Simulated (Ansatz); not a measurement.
## TlBi (Pm-3m): relaxing the cell for a phonon run

Task: relax TlBi (Pm-3m) tightly.

Program: Ansatz 0.2.0. Level of theory: DFT PBEsol, scalar-relativistic, plane waves, PAW; PAW set soft_1. Results are calculated unless marked as measured.

This is a report of a sequence of runs, with most program output left out.

### Step 1. Set-up

Symmetry: Pm-3m, No. 221, cubic system. The conventional cell has a = 3.992 Å, b = 3.992 Å, c = 3.992 Å, α = 90.00°, β = 90.00°, γ = 90.00°. Tl has 8 Bi at 3.46 Å nearest. Nearest to Bi lie 8 Tl at 3.46 Å. Farther neighbours are not listed.

### Step 2. A coarse first look

First a cheap look: the gap decides the mesh and the occupations, the pressure tells how far the cell has to move.

input.yaml

```yaml
crystal:
  lattice:
    - [3.991709, 0.0, 0.0]
    - [0.0, 3.991709, 0.0]
    - [0.0, 0.0, 3.991709]
  atoms:
    - { symbol: Tl, position: [0.0, 0.0, 0.0] }
    - { symbol: Bi, position: [0.5, 0.5, 0.5] }
kpoints:
  mp_grid: { grid: [4, 4, 4] }
hamiltonian:
  xc: pbesol
  pseudopotentials: { kind: paw, azcp: { folder: soft_1 }, xc_functional: pbe }
scf:
  occupations: { method: gaussian, width: 0.1 }
output:
  forces: true
  stress: true
  eigenvalues: true
```

Command:

```
$ ansatz run input.yaml --threads 4 --pin off --max-ram 10240MiB --backend cpu --events-out ev --progress --plain --runs-dir out
```

Run time: 1.1 s. Hardware: 4 threads of Arm Neoverse V1, shared host; peak memory 0.31 GiB.

Numbers from this step:

```yaml
pressure: -3.452 GPa
volume_per_atom: 31.80 Å³
gap_on_the_k_mesh: 0 eV
```

The coarse mesh shows no gap and a pressure of -3.5 GPa.

### Step 3. Relaxation

Harmonic phonons are second derivatives at a point where the forces vanish, and they are wanted at zero stress, so atoms and cell are relaxed first.

Changes to input.yaml since step 2:

```diff
@@ -9,3 +9,3 @@
 kpoints:
-  mp_grid: { grid: [4, 4, 4] }
+  mp_grid: { grid: [10, 10, 10] }
 hamiltonian:
@@ -19 +19,6 @@
   eigenvalues: true
+relax:
+  adjacent_minimum: "off"
+  f_tol: 0.005
+  max_steps: 80
+  cell: { stress_tol: 0.05 }
```

Run time: 6.3 s. Hardware: 4 threads; peak memory 0.4 GiB; 23 s of CPU time.

Step by step:

| step | energy less that of the first step (eV) | largest force component (eV/Å) | pressure (GPa) | volume (Å³) |
| --- | --- | --- | --- | --- |
| 1 | 0.0000 | 0.0000 | -2.79 | 63.60 |
| 2 | -0.0439 | 0.0000 | -0.30 | 59.33 |
| 3 | -0.0443 | 0.0000 | 0.05 | 58.85 |
| 4 | -0.0443 | 0.0000 | 0.00 | 58.92 |
| 5* | -0.0440 | 0.0000 | 0.00 | 58.92 |

Relaxation steps marked * repeat the geometry before them on a plane-wave basis chosen anew for their cell, so energy and pressure can jump there.

The run keeps the 48 symmetry operations that it works with, so distortions that break them were not tested.

| conventional cell, symmetrised | before | after | change |
| --- | --- | --- | --- |
| a (Å) | 3.992 | 3.891 | -2.5 % |
| b (Å) | 3.992 | 3.891 | -2.5 % |
| c (Å) | 3.992 | 3.891 | -2.5 % |
| volume (Å³/atom) | 31.80 | 29.46 | -7.4 % |

The relaxed structure:

```
Tl Bi
1.0
     3.89126    0.00000    0.00000
     0.00000    3.89126    0.00000
     0.00000    0.00000    3.89126
Tl Bi
1 1
Direct
  0.00000 0.00000 0.00000
  0.50000 0.50000 0.50000
```

This step gave:

| Property | Result |
| --- | --- |
| pressure | -0.003717 GPa |
| volume per atom | 29.46 Å³ |

In this step the volume went from 31.80 to 29.46 Å³/atom.

### Step 4. Relaxing to small forces for the phonons

Phonons need a cell at rest on their own settings, so the relaxation is repeated with tight tolerances on forces and stress on the k mesh and occupations of the first response run.

input.yaml, the sections that differ from step 3:

```yaml
crystal:
  lattice:
    - [3.8912591549, 0.0, 0.0]
    - [0.0, 3.8912591549, 0.0]
    - [0.0, 0.0, 3.8912591549]
  atoms:
    - { symbol: Tl, position: [0.0, 0.0, 0.0] }
    - { symbol: Bi, position: [0.5, 0.5, 0.5] }
kpoints:
  mp_grid: { grid: [12, 12, 12] }
scf:
  occupations: { method: methfessel_paxton, width: 0.2 }
relax:
  adjacent_minimum: "off"
  f_tol: 0.001
  max_steps: 60
  cell: { stress_tol: 0.01 }
# hamiltonian, output: as in step 3
```

Elapsed: 6.7 s, on 4 threads; peak memory 0.42 GiB.

Little changed from the start: no atom moved by 0.005 Å and no cell edge by 0.1 %.

Numbers from this step:

```
pressure        : -2.03e-4 GPa
volume per atom : 29.38 Å³
```

The forces vanish by symmetry and the pressure is 0.000 GPa, within the tolerances set. The cell now holds 29.38 Å³/atom.

### Step 5. Results

```
space group after relaxation (within 0.01 Å) : Pm-3m
lattice constant a                           : 3.888 Å
lattice constant b                           : 3.888 Å
lattice constant c                           : 3.888 Å
volume per atom                              : 29.4 Å³
```

What this shows: The forces vanish by symmetry and the pressure is 0.000 GPa, within the tolerances set. The cell now holds 29.38 Å³/atom. The relaxation keeps the symmetry of its start, so it says nothing on stability against lower symmetry. Spin-orbit coupling is left out, which can matter for the heavy elements here. The PAW files were made for PBE and serve the other functionals too.

[Logs are printed without paths, hosts, clocks, repeated set-up lines and the standing remarks that a program may print on its own settings, such as how far it seeks lower states.]

[Hosts, paths, dates, database ids (printed as entryN), source tags and the programs' standing remarks are cut or masked in the printed files.]
